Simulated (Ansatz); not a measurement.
# NaCaF3 (built on the sites of a database entry of CsCaF3): phonons and vibrational spectra, part 2 of 2

Task: relax NaCaF3 (built on the sites of a database entry of CsCaF3), then find its harmonic phonons.

Ansatz 0.2.0; DFT PBE+D3(BJ), scalar-relativistic, plane waves, PAW.

So far. Step 4 (Relaxing to small forces for the phonons): The forces vanish by symmetry and the pressure is 0.006 GPa, within the tolerances set. The cell now holds 17.01 Å³/atom. Step 5 (Zone-centre response): Before it was imposed, the acoustic sum rule was missed by 0.0038 eV/Å² and the charge sum rule by 1.5e-5 e. Small misses are needed for a sound result but don't prove that mesh and cutoff are converged. The relaxed cell has a = 4.398 Å (conventional setting).

The structure was built from a prototype and need not be the compound's stable phase.

## 6. Phonons on a q mesh

Stability and thermal properties need the whole zone. Linear response on a 2×2×2 q mesh gives force constants as far as a supercell of that size would, and the tensors from the zone-centre run are typed in so that the long-range dipole term is interpolated apart.

input.yaml reads:

```yaml
crystal:
  lattice:
    - [4.3977833632, 0.0, 0.0]
    - [0.0, 4.3977833632, 0.0]
    - [0.0, 0.0, 4.3977833632]
  atoms:
    - { symbol: Na, position: [0.0, 0.0, 0.0] }
    - { symbol: Ca, position: [0.5, 0.5, 0.5] }
    - { symbol: F, position: [0.0, 0.5, 0.5] }
    - { symbol: F, position: [0.5, 0.0, 0.5] }
    - { symbol: F, position: [0.5, 0.5, 0.0] }
kpoints:
  mp_grid: { grid: [6, 6, 6] }
hamiltonian:
  xc: pbe
  dispersion: d3bj
scf:
  occupations: { method: fixed }
output:
  eigenvalues: true
phonons:
  method: dfpt
  qmesh: [2, 2, 2]
  temperatures: { t_max: 1000, t_step: 50 }
  qpath:
    path:
      - [[0.0, 0.0, 0.0], [0.0, 0.5, 0.0], [0.5, 0.5, 0.0], [0.0, 0.0, 0.0], [0.5, 0.5, 0.5], [0.0, 0.5, 0.0]]
      - [[0.5, 0.5, 0.5], [0.5, 0.5, 0.0]]
    npoints: 10
  non_analytic_term:
    high_frequency_dielectric_tensor: [[1.9558, 0.0, 0.0], [0.0, 1.9558, 0.0], [0.0, 0.0, 1.9558]]
    born_effective_charges:
      - { species: Na, tensor: [[1.1707, 0.0, 0.0], [0.0, 1.1707, 0.0], [0.0, 0.0, 1.1707]] }
      - { species: Ca, tensor: [[2.2737, 0.0, 0.0], [0.0, 2.2737, 0.0], [0.0, 0.0, 2.2737]] }
      - { species: F, tensor: [[-1.7077, 0.0, 0.0], [0.0, -0.8683, 0.0], [0.0, 0.0, -0.8683]] }
      - { species: F, tensor: [[-0.8683, 0.0, 0.0], [0.0, -1.7077, 0.0], [0.0, 0.0, -0.8683]] }
      - { species: F, tensor: [[-0.8683, 0.0, 0.0], [0.0, -0.8683, 0.0], [0.0, 0.0, -1.7077]] }
    source: "zone-centre run at this cell"
```

Launch:

```sh
$ ansatz run input.yaml --threads 4 --pin off --max-ram 7168MiB --backend cpu --events-out ev --progress --plain --runs-dir out
```

Numbers of over 12 decimals in the logs are rounded to 6 here.

Output:

```text
[...]
Crystal: 5 atoms, lattice volume = 85.055 Å³
Basis set: ecut = 420 eV, 1743 PW (Γ), exchange–correlation on 60×60×60 points (8 copies of the dense FFT grid, shifted against one another)
Bands: 25, of which v1, the nominal top of the filled ones, is band 20 counted from 1 (19 counted from 0)
Symmetry: 48 space group operations
k-points: 20 of 216
[...]
SCF iter   1: F=—  HF=-5736.962914 eV  |F-HF|=—  |Δ(HF+E_count)|=         —  Δρ=6.18e-4  dr2=2.08e-4  ethr=1.77e-3  ⟨swp⟩=4.8  Hψ=2198  notcnv=0  defer=47
[...]
SCF iter   8: F=-5736.963345 eV  HF=-5736.963345 eV  |F-HF|=9.09e-13  |Δ(HF+E_count)|=  3.50e-10  Δρ=1.06e-7  dr2=6.22e-12  ethr=1.00e-12  ⟨swp⟩=9.9  Hψ=3447  notcnv=0
SCF 1 converged in 8 iterations: F = -5736.963345 eV  dr2 = 6.22e-12
[...]
NSCF: frozen V_eff on 20 k-points
[...]
DFPT response loops at q = (0, 0, 0) (fractional): preconditioner auto → none (the input reference at scf.mixing.eps_inf says where Resta's filter doesn't serve); β = 0.50; Broyden in place of MSR1
[...]
SCF converged after 8 iterations
Free energy (F): -5736.963345 eV
[...]
Internal energy: -5736.963345 eV  (E = F + TS)
E sigma→0 (E₀):  -5736.963345 eV
Fermi energy:    0.415841 eV
[...]
--- Band table (eV; the first three rows and the last of 20) ---
  k-point 0: bands = [... 16 lower, 0.0104, 0.2549, 0.2549, 0.2549, 5.4838, 9.8434, 9.8434, 9.8434, ... 1 higher]
  k-point 1: bands = [... 16 lower, -0.0185, -0.0162, 0.2359, 0.2359, 5.8187, 9.8764, 9.9494, 9.9494, ... 1 higher]
  k-point 2: bands = [... 16 lower, -0.1566, -0.0698, 0.2123, 0.2123, 6.6790, 9.5100, 9.9447, 10.1485, ... 1 higher]
  k-point 19: bands = [... 16 lower, -0.9526, 0.4158, 0.4158, 0.4158, 8.8297, 10.3561, 10.3561, 10.3561, ... 1 higher]
--- Phonons (Γ-DFPT): 4 representative perturbations + reference (Σ response iterations 15) ---
  ASR residual: 3.758e-3 → 0.000e0 eV/Å²; symmetrization residual: 5.403e-6 eV/Å²
[...]
ASR residual per site (eV/Å²): 1.36e-3 1.91e-3 3.76e-3 3.76e-3 3.76e-3
[...]
--- Phonons (arbitrary-q DFPT): 4 irreducible q on the 2×2×2 mesh ---
  q = [0.0000, 0.0000, 0.0000] (star 1, of the zone-centre solve; hermiticity 1.02e-6, symmetrization 3.58e-13): -124.58 -124.58 -124.58 -67.91 -67.91 -67.91 -0.00 -0.00 -0.00 182.66 182.66 182.66 448.30 448.30 448.30
  q = [0.0000, 0.0000, -0.5000] (star 3, 9 solved perturbations in 504 linear systems a pass and spin channel, the states on 64 of 216 k-point pairs; hermiticity 3.75e-7, symmetrization 3.26e-13): -111.88 -111.88 -65.58 -65.58 -35.03 103.31 103.31 113.70 137.45 144.92 144.92 350.63 447.70 447.70 472.00
[...]
sum rule: each row above includes the acoustic sum rule's correction from the zone centre's row sums; it moved no ω² by more than (7.33 cm⁻¹)²
  mesh force constants: q→R imaginary residual 6.29e-18; ASR residual 3.758e-3 → 0.000e0 eV/Å²; symmetrization residual 2.665e-14 eV/Å²
  interpolated dispersion: 63 rows × 15 modes
  density of states and harmonic sums: on the 14×14×14 q-mesh, interpolated from the force constants of a 2×2×2 supercell (with the dipole–dipole term of supplied tensors)
  largest difference from the sums on the solved wave vectors: F 1.29e-2 eV, S 1.22e-5 and C_V 1.60e-5 eV/K
  zero-point energy: 0.159678 eV/cell   skipped modes (ω ≤ 0): 632, of them read as no rigid motion or as one in doubt: 629 (5.240e0 modes/cell left out, lowest -137.52 cm⁻¹)   left out of the sums: 3.49e-1 of the cell's modes: C_V's classical limit lies that fraction below 3 k_B per atom; for a crystal, a wire or a layer, F and S can be off by more, and a phonons.interpolated_qmesh denser along its periods is the remedy for the sampling
```

It took 4.1 min on 4 threads of Arm Neoverse N1, shared host; peak memory 0.67 GiB; 8.9 min of CPU time.

Numbers from this step:

```
sum-rule residual before enforcement                    : 0.003758 eV/Å²
lowest frequency on the path                            : -137.5 cm⁻¹
highest frequency on the path or at a solved wavevector : 538.3 cm⁻¹
lowest mode on the q mesh (acoustic modes at Γ apart)   : -137.5 cm⁻¹
```

Frequencies (cm⁻¹) solved at each irreducible wavevector; negative means imaginary. Frequencies by wavevector, by row:

```
q in reciprocal lattice units  star  mode 1  mode 2  mode 3  mode 4  mode 13  mode 14  mode 15
                        0 0 0     1  -124.6  -124.6  -124.6   -67.9    448.3    448.3    448.3
                     0 0 -0.5     3  -111.9  -111.9   -65.6   -65.6    447.7    447.7      472
                  0 -0.5 -0.5     3  -136.9  -123.5  -123.5   -75.5    404.7    447.1      489
               -0.5 -0.5 -0.5     1  -137.5  -137.5  -137.5  -115.5    404.4    404.4    505.4
```

Interpolated from a 2×2×2 q mesh, rough between the solved points, with the LO-TO term (at Γ the limit along the path; where Γ stands inside the path, tables give the limit on arrival). The phonon branches at the labelled points (cm⁻¹):

| point | branch 1 | branch 2 | branch 3 | branch 4 | branch 12 | branch 13 | branch 14 | branch 15 |
| --- | --- | --- | --- | --- | --- | --- | --- | --- |
| Γ | -125 | -125 | -68 | -68 | 212 | 448 | 448 | 538 |
| halfway | -119 | -119 | -61 | -61 | 268 | 448 | 448 | 514 |
| X | -112 | -112 | -66 | -66 | 351 | 448 | 448 | 472 |
| halfway | -127 | -101 | -99 | -97 | 341 | 420 | 447 | 493 |
| M | -137 | -124 | -124 | -76 | 333 | 405 | 447 | 489 |
| halfway | -127 | -111 | -93 | -72 | 266 | 430 | 448 | 514 |
| Γ | -125 | -125 | -68 | -68 | 212 | 448 | 448 | 538 |
| halfway | -122 | -122 | -104 | -76 | 266 | 430 | 430 | 516 |
| R | -138 | -138 | -138 | -115 | 310 | 404 | 404 | 505 |
| halfway | -123 | -118 | -110 | -100 | 332 | 416 | 431 | 504 |
| X | -112 | -112 | -66 | -66 | 351 | 448 | 448 | 472 |
| jump to R | -138 | -138 | -138 | -115 | 310 | 404 | 404 | 505 |
| halfway | -137 | -124 | -124 | -100 | 322 | 404 | 425 | 503 |
| M | -137 | -124 | -124 | -76 | 333 | 405 | 447 | 489 |

Tetrahedra on a 14×14×14 mesh, mean over bins of 10 cm-1. Interpolated from a 2×2×2 q mesh, rough between the solved points. Phonon density of states against wavenumber; read off at these points:

wavenumber (cm⁻¹), phonon density of states (1/cm⁻¹/cell) and a bar:
```
     -135      0.028 ########
     -115      0.103 ##############################
     -105      0.063 ##################
      -75      0.034 ##########
      -55      0.045 #############
      -35      0.007 ##
       -5      0.004 #
       25      0.005 #
       55      0.018 #####
       85      0.014 ####
      125      0.029 #########
      155      0.039 ###########
      175      0.041 ############
      185      0.040 ############
      215      0.012 ###
      245      0.012 ###
      275      0.013 ####
      315      0.022 ######
      345      0.005 #
      375      0.000 
      405      0.013 ####
      435      0.043 ############
      445      0.075 ######################
      475      0.001 
      505      0.044 #############
      535      0.002 #
```

The partial phonon density of states has structure finer than the step of the table below, so its rows give means over 25 cm⁻¹, whole bins alone (the curve runs from -147 to 562 cm⁻¹). Peaks (cm⁻¹: height): Ca 156.5: 0.0114, 241.2: 0.0104, 276.8: 0.0117, 316.9: 0.0198, 441.7: 0.0147, 504.1: 0.00459; F -119.8: 0.0492, -61.9: 0.0381, 156.5: 0.0264, 441.7: 0.0460, 504.1: 0.0336; Na -115.4: 0.0547, 98.6: 0.0118.

Phonopy on the run's constants, 13x13x13 mesh, Gaussian sigma 5.1 cm-1. Interpolated from a 2×2×2 q mesh, rough between the solved points. The partial phonon density of states by wavenumber; means over each step; values in 1/cm⁻¹/cell:

```csv
wavenumber (cm⁻¹),Ca,F,Na
-125,6.4e-5,0.0406,0.0337
-100,1.6e-4,0.0313,0.0291
-75,5.3e-4,0.0276,0.00892
-50,9.0e-4,0.0232,0.00366
-25,1.5e-4,0.00442,0.00123
0,8.5e-5,0.00131,2.9e-4
25,4.6e-4,0.00338,0.00131
50,0.00166,0.00766,0.00436
75,0.00175,0.00858,0.00519
100,0.00357,0.00968,0.00973
125,0.00612,0.0174,0.00636
150,0.00968,0.0242,0.00453
175,0.00981,0.0255,0.00424
200,0.00745,0.0154,0.00306
225,0.00660,0.00435,6.8e-4
250,0.00762,0.00430,7.3e-4
275,0.00945,0.00347,6.7e-4
300,0.0121,0.00285,5.4e-4
325,0.0173,0.00255,7.5e-4
350,0.00384,5.3e-4,1.1e-4
375,1.4e-6,1.5e-6,0
400,6.3e-4,0.00878,1.7e-6
425,0.00620,0.0308,1.0e-5
450,0.00825,0.0252,2.6e-6
475,2.3e-4,0.00226,2.5e-5
500,0.00331,0.0244,2.1e-4
525,0.00208,0.00705,1.2e-4
```

Symmetry leaves 4 wavevectors to solve. The lowest mode among them, the acoustic zeros apart, lies at q = (-0.5, -0.5, -0.5) and is imaginary, 137.5i cm⁻¹, so the energy falls along it.

## 7. Another isotope

An isotope changes the mass and not the force constants, so no new electronic calculation is needed; the shifts show which modes move this element.

The same force constants with the mass of Ca changed from 40.078 to 47.953 u (phonopy, no LO-TO term). Both lists are sorted by frequency; levels can cross, so a row need not hold one and the same mode. Modes under 3 cm⁻¹ are left out. Isotope shifts, by row, the first 40 of 57 rows:

```
          q  rank  natural mass (cm⁻¹)  changed mass (cm⁻¹)
      0 0 0     1               -124.6               -124.6
      0 0 0     2               -124.6               -124.6
      0 0 0     3               -124.6               -124.6
      0 0 0     4               -67.91               -67.91
      0 0 0     5               -67.91               -67.91
      0 0 0     6               -67.91               -67.91
      0 0 0    10                182.7                176.1
      0 0 0    11                182.7                176.1
      0 0 0    12                182.7                176.1
      0 0 0    13                448.3                438.8
      0 0 0    14                448.3                438.8
      0 0 0    15                448.3                438.8
   0 0 -0.5     1               -111.9               -111.9
   0 0 -0.5     2               -111.9               -111.9
   0 0 -0.5     3               -65.58               -64.85
   0 0 -0.5     4               -65.58               -64.85
   0 0 -0.5     5               -35.03               -35.03
   0 0 -0.5     6                103.3                103.3
   0 0 -0.5     7                103.3                103.3
   0 0 -0.5     8                113.7                113.7
   0 0 -0.5     9                137.4                135.8
   0 0 -0.5    10                144.9                136.9
   0 0 -0.5    11                144.9                136.9
   0 0 -0.5    12                350.6                324.5
   0 0 -0.5    13                447.7                438.1
   0 0 -0.5    14                447.7                438.1
   0 0 -0.5    15                  472                  472
0 -0.5 -0.5     1               -136.9               -136.9
0 -0.5 -0.5     2               -123.5               -123.5
0 -0.5 -0.5     3               -123.5               -123.5
0 -0.5 -0.5     4               -75.48               -75.48
0 -0.5 -0.5     5                55.29                55.29
0 -0.5 -0.5     6                55.29                55.29
0 -0.5 -0.5     7                125.9                117.7
0 -0.5 -0.5     8                137.5                136.1
0 -0.5 -0.5     9                137.5                136.1
0 -0.5 -0.5    10                193.2                193.2
0 -0.5 -0.5    11                332.6                307.4
0 -0.5 -0.5    12                332.6                307.4
0 -0.5 -0.5    13                404.7                404.7
```

A mode of this element alone would shift by -8.58 %. The highest zone-centre frequency without the field goes from 448.3 to 438.8 cm⁻¹ (-2.1 %).

## 8. What came out

```json
{"space group after relaxation (within 0.01 Å)": "Pm-3m", "volume per atom": "17.0 Å³", "gap on the k-mesh": "5.07 eV", "highest optical mode at the zone centre (no LO-TO term)": "448 cm⁻¹", "top of the zone-centre spectrum with the field": "538 cm⁻¹", "lowest optical zone-centre mode": "-125 cm⁻¹", "mean high-frequency dielectric constant": "1.96", "largest Born charge (third of the trace)": "2.27 e", "lowest mode on the q mesh (acoustic modes at Γ apart)": "-138 cm⁻¹", "highest frequency on the path or at a solved wavevector": "538 cm⁻¹", "imaginary modes on the 2×2×2 q mesh": "yes"}
```

What this shows: Modes are clearly imaginary (beyond 10i cm⁻¹) at 4 of the 4 irreducible wavevectors, most at q = (-0.5, -0.5, -0.5) (137.5i cm⁻¹), so this structure is not a minimum of the energy. Without the field, the optical modes at Γ span -125 to 448 cm⁻¹ (negative means imaginary). The highest mode in this list at Γ, 448.3 cm⁻¹, is mostly motion of F (74 % of the kinetic energy). With the macroscopic field of the longitudinal modes the top of the zone-centre spectrum lies at 538 cm⁻¹, against 448 cm⁻¹ without it. Among the real modes, the strongest infrared line is at 448 cm⁻¹. The q mesh stands for a supercell only 8.8 Å across, so branches between the solved wavevectors are rough. In the phonons the program treats the change of the C6 weights of the dispersion term with coordination only in part. The starting cell was built on a prototype and not taken from a measurement, so the phase need not exist. These are harmonic frequencies at zero temperature: anharmonic shifts, linewidths and thermal expansion are left out.

[Logs are printed without paths, hosts, clocks, repeated set-up lines and the standing remarks that a program may print on its own settings, such as how far it seeks lower states.]

[Hosts, paths, dates, database ids (printed as entryN), source tags and the programs' standing remarks are cut or masked in the printed files.]
